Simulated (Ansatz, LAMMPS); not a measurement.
# Glassy 79B2O3-21CaO (mol %) (83 atoms): atom by atom

This is step 2 of a relaxation. Method: Kohn-Sham DFT, PBE, PAW (set soft_2), plane waves (Ansatz 0.2.0); cutoff 420 eV, Γ point, fixed occupations; density 2.33 g/cm³.

Cell vectors (Å):

```
9.676 0.000 0.000
0.000 9.676 0.000
0.000 0.000 9.676
```

Positions in Å, forces in eV/Å:

```tsv
atom	x	y	z	fx	fy	fz
B1	9.178	2.409	7.174	-1.320	0.022	-1.269
B2	7.864	6.778	2.010	0.302	1.838	1.160
B3	8.635	3.082	4.523	-0.257	-0.101	-0.226
B4	4.147	7.815	4.237	-0.165	-0.268	-0.018
B5	7.140	7.869	6.789	0.403	-0.177	-1.666
B6	6.947	1.302	3.259	0.123	0.084	-0.300
B7	3.073	5.165	6.290	0.649	0.941	0.374
B8	1.000	4.382	7.693	-0.307	0.954	-0.919
B9	5.106	0.403	5.173	1.407	0.295	-2.739
B10	3.214	0.334	1.045	-0.785	-0.503	1.195
B11	7.405	0.648	8.244	0.054	-0.785	-1.039
B12	8.584	9.352	1.845	-1.142	-0.423	0.911
B13	7.890	4.471	0.610	0.297	-0.086	-0.104
B14	0.765	0.087	9.596	-0.182	-0.597	-0.231
B15	1.607	1.501	2.736	0.380	-0.087	-0.404
B16	0.755	3.601	1.201	0.587	-0.204	-0.142
B17	5.414	2.422	6.886	0.067	0.350	-0.256
B18	0.131	5.338	4.332	0.515	1.591	1.089
B19	3.645	7.264	0.524	-0.045	-0.277	-0.919
B20	1.514	7.372	3.692	0.482	0.593	0.953
B21	0.717	0.037	4.588	0.828	-0.610	-0.156
B22	3.647	4.221	3.914	-0.526	1.048	0.257
B23	3.193	4.675	1.227	-0.314	0.237	-0.314
B24	5.773	1.178	0.790	0.666	0.452	1.894
B25	0.551	8.816	7.056	0.879	-1.164	-0.016
B26	4.819	6.417	7.767	-0.343	-0.519	-0.301
B27	5.999	4.215	5.091	-0.553	1.195	0.370
B28	9.643	6.504	6.860	-0.029	1.410	-0.427
B29	6.609	6.799	4.485	0.378	1.999	0.718
B30	5.386	4.008	9.070	-0.518	1.631	0.136
Ca31	2.901	2.659	8.878	-0.134	-0.108	0.449
Ca32	7.424	5.074	7.415	0.193	0.649	-0.388
Ca33	4.690	9.190	8.245	0.862	-0.218	-0.268
Ca34	5.537	5.293	2.261	0.107	0.112	0.006
O35	6.641	5.437	5.171	-0.255	-1.631	0.643
O36	2.758	0.860	2.334	-0.586	-0.449	-0.094
O37	7.476	6.528	3.295	-0.330	-0.731	-0.940
O38	3.434	6.120	1.279	-0.036	0.586	0.310
O39	2.132	0.529	9.676	-0.716	0.202	-0.668
O40	8.339	7.138	7.180	0.040	-0.790	0.769
O41	2.343	4.529	7.314	-0.671	-0.692	0.603
O42	8.903	2.752	5.865	0.266	0.095	0.683
O43	0.996	1.256	3.967	-0.051	-0.345	0.387
O44	3.895	6.213	6.591	-0.284	-0.810	-0.457
O45	4.949	1.212	6.359	-0.801	-0.009	1.453
O46	0.572	3.043	7.810	0.652	-0.350	0.555
O47	5.936	7.249	7.360	-1.001	0.012	1.226
O48	8.246	1.721	7.931	0.119	-0.148	0.408
O49	7.010	7.907	5.324	-0.158	-1.032	-0.093
O50	4.382	1.076	0.546	0.067	-0.302	-1.216
O51	4.396	4.077	0.492	0.009	-1.086	-0.028
O52	7.975	0.332	2.887	0.668	-0.298	-0.717
O53	6.810	3.901	9.587	1.073	-0.149	0.238
O54	9.146	3.927	0.758	0.051	-0.337	0.284
O55	9.628	5.754	5.624	-0.392	-0.754	-0.565
O56	9.525	0.193	0.961	1.161	0.301	-0.299
O57	1.907	4.258	0.573	-0.755	-0.289	0.533
O58	9.335	4.134	3.907	-0.291	-0.533	-0.125
O59	5.107	2.764	8.205	-0.305	-0.779	-0.667
O60	4.275	8.970	5.002	-0.104	0.804	1.028
O61	2.905	7.386	3.782	-0.039	-0.096	0.274
O62	7.162	9.276	7.379	0.094	1.202	0.794
O63	0.438	9.663	5.953	0.074	0.856	0.485
O64	3.528	8.544	1.016	0.145	-0.318	0.184
O65	2.917	4.588	5.035	-0.192	-0.339	-0.548
O66	6.153	3.348	6.179	-0.068	0.253	-0.299
O67	4.099	7.132	8.874	-0.460	0.849	0.379
O68	6.573	0.711	9.388	-0.229	-0.082	0.094
O69	7.575	2.540	3.861	0.600	0.333	-0.425
O70	0.837	6.186	3.455	0.074	-0.275	-0.176
O71	6.211	1.651	1.993	-0.397	-0.158	-1.349
O72	0.814	8.564	3.835	-0.003	-0.438	-0.047
O73	0.369	9.267	8.372	0.101	0.835	-0.043
O74	1.027	2.509	1.975	-0.561	0.752	-0.403
O75	0.126	5.410	7.908	0.235	-0.931	0.063
O76	5.936	0.867	4.220	-0.545	-0.733	0.672
O77	5.275	5.132	8.205	0.997	-0.696	0.019
O78	8.223	8.020	1.584	0.446	-0.508	-0.717
O79	5.010	4.021	4.140	0.469	-0.549	-0.624
O80	5.234	7.016	3.894	-0.460	-0.259	-0.330
O81	1.012	7.514	6.917	-0.312	0.591	-0.105
O82	3.213	4.177	2.612	0.564	0.129	1.241
O83	7.660	5.771	1.053	-0.460	-0.173	0.201
```

The quench rate of 100 K/ps is many orders above laboratory rates, so the cell is likely richer in defects and strain than a real sample. The network of bonds at the start is that of the classical potential that made the cell. Only the Γ point is sampled, in a cell whose shortest periodic width is 10 Å.

The r.m.s. force component is 0.665 eV/Å; the longest force, 3.09 eV/Å, acts on B9. The energy lies 54.3 meV/atom below that of the first step of this run.

[Logs are printed without paths, hosts, clocks, repeated set-up lines and the standing remarks that a program may print on its own settings, such as how far it seeks lower states.]

[Hosts, paths, dates, database ids (printed as entryN), source tags and the programs' standing remarks are cut or masked in the printed files.]
